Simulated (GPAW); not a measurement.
Consider InHO2 (Pnnm).

```xyz
8
Lattice="4.5239 0.0000 0.0000 0.0000 5.2806 0.0000 0.0000 0.0000 3.2885" Properties=species:S:1:pos:R:3 pbc="T T T"
In    0.0000    0.0000    0.0000
In    2.2620    2.6403    1.6443
O     3.5271    3.3301    0.0000
O     0.9968    1.9505    0.0000
O     3.2588    0.6898    1.6443
O     1.2651    4.5908    1.6443
H     0.0000    2.6403    0.0000
H     2.2620    0.0000    1.6443
```

Absorber: atom 3, with 1 H at 1.21 Å and 3 In at 2.19 Å (distorted tetrahedral, site symmetry m). Method: GPAW, LDA, full core hole (charged cell), 16-atom cell with 5.6 Å between holes, 5×5×5 k points, dipole transitions, Gaussian full width 0.9 eV up to 4 eV, rising linearly to 3.5 eV at 25 eV.

What does the O K edge look like?

Main maxima up to 24 eV above the zero (height): 4.0 eV (2.28), 8.6 eV (2.41) and 15.8 eV (0.50). A K edge sees empty p states on the absorber. The total-energy difference plus the lowest empty eigenvalue puts the zero at 533.47 eV. One term is added: -8.83 eV, since the hole is spin-paired here and a spin-polarised one costs that much less in the free atom (computed apart). The photon energy is then 524.64 eV. The functional and the charged cell's background leave an error in such absolute values: in the free atom LDA prices this hole 4.1 eV below PBE (computed apart), and PBE is itself good to a few eV.

The O K spectrum (energy from the lowest empty level; intensity scaled to a mean of 1 over the first 20 eV; polarised curves are means over the symmetry-equivalent atoms):

| E (eV) | isotropic | ε ∥ x | ε ∥ y | ε ∥ z |
| --- | --- | --- | --- | --- |
| -2.0 | 0.00 | 0.00 | 0.00 | 0.00 |
| -1.0 | 0.00 | 0.00 | 0.00 | 0.00 |
| 0.0 | 0.00 | 0.01 | 0.00 | 0.00 |
| 1.0 | 0.07 | 0.08 | 0.06 | 0.06 |
| 2.0 | 0.33 | 0.35 | 0.31 | 0.34 |
| 3.0 | 1.05 | 0.90 | 1.06 | 1.18 |
| 4.0 | 2.28 | 1.28 | 2.34 | 3.22 |
| 5.0 | 0.98 | 0.86 | 0.92 | 1.15 |
| 6.0 | 0.93 | 0.81 | 0.79 | 1.20 |
| 7.0 | 1.47 | 1.13 | 1.51 | 1.78 |
| 8.0 | 2.17 | 2.03 | 2.39 | 2.10 |
| 9.0 | 2.35 | 2.94 | 2.60 | 1.52 |
| 10.0 | 2.36 | 3.95 | 2.26 | 0.86 |
| 11.0 | 1.66 | 2.98 | 1.42 | 0.59 |
| 12.0 | 0.84 | 1.35 | 0.80 | 0.39 |
| 13.0 | 0.50 | 0.65 | 0.52 | 0.33 |
| 14.0 | 0.38 | 0.32 | 0.41 | 0.42 |
| 15.0 | 0.46 | 0.27 | 0.46 | 0.65 |
| 16.0 | 0.50 | 0.31 | 0.51 | 0.69 |
| 17.0 | 0.46 | 0.35 | 0.49 | 0.52 |
| 18.0 | 0.46 | 0.43 | 0.48 | 0.46 |
| 19.0 | 0.50 | 0.51 | 0.49 | 0.49 |
| 20.0 | 0.53 | 0.55 | 0.51 | 0.55 |
| 21.0 | 0.60 | 0.59 | 0.58 | 0.63 |
| 22.0 | 0.73 | 0.68 | 0.72 | 0.80 |
| 23.0 | 0.91 | 0.80 | 0.88 | 1.05 |
| 24.0 | 1.08 | 0.89 | 1.01 | 1.35 |
| 25.0 | 1.21 | 0.92 | 1.09 | 1.62 |
| 26.0 | 1.27 | 0.94 | 1.13 | 1.73 |
| 27.0 | 1.22 | 0.95 | 1.14 | 1.56 |
| 28.0 | 1.08 | 0.93 | 1.15 | 1.17 |
| 29.0 | 0.95 | 0.88 | 1.17 | 0.79 |
| 30.0 | 0.88 | 0.84 | 1.16 | 0.64 |
| 31.0 | 0.88 | 0.83 | 1.09 | 0.71 |
| 32.0 | 0.86 | 0.82 | 0.95 | 0.81 |

The holes are only 5.6 Å apart, so the shape is probably not converged with cell size; no larger cell was run here. The mesh is coarse (0.26 Å⁻¹ between points), so small maxima may be mesh ripples. The structure is a computed Materials Project entry and may be a hypothetical form.

[Banner, clock and machine lines of the logs are left out without a mark of their own.]

[Logs are printed without paths, hosts, clocks, repeated set-up lines and the standing remarks that a program may print on its own settings, such as how far it seeks lower states.]

[Hosts, paths, dates, database ids (printed as entryN), source tags and the programs' standing remarks are cut or masked in the printed files.]

[Lists of maxima count a maximum above −3 eV only where it reaches 4 % of the highest in the window and stands out from its surroundings by 2 % of it (1.5 % where it reaches 55 %); shoulders and weaker maxima are passed over, and of the rest the first, up to two pre-edge ones and the few strongest are named.]
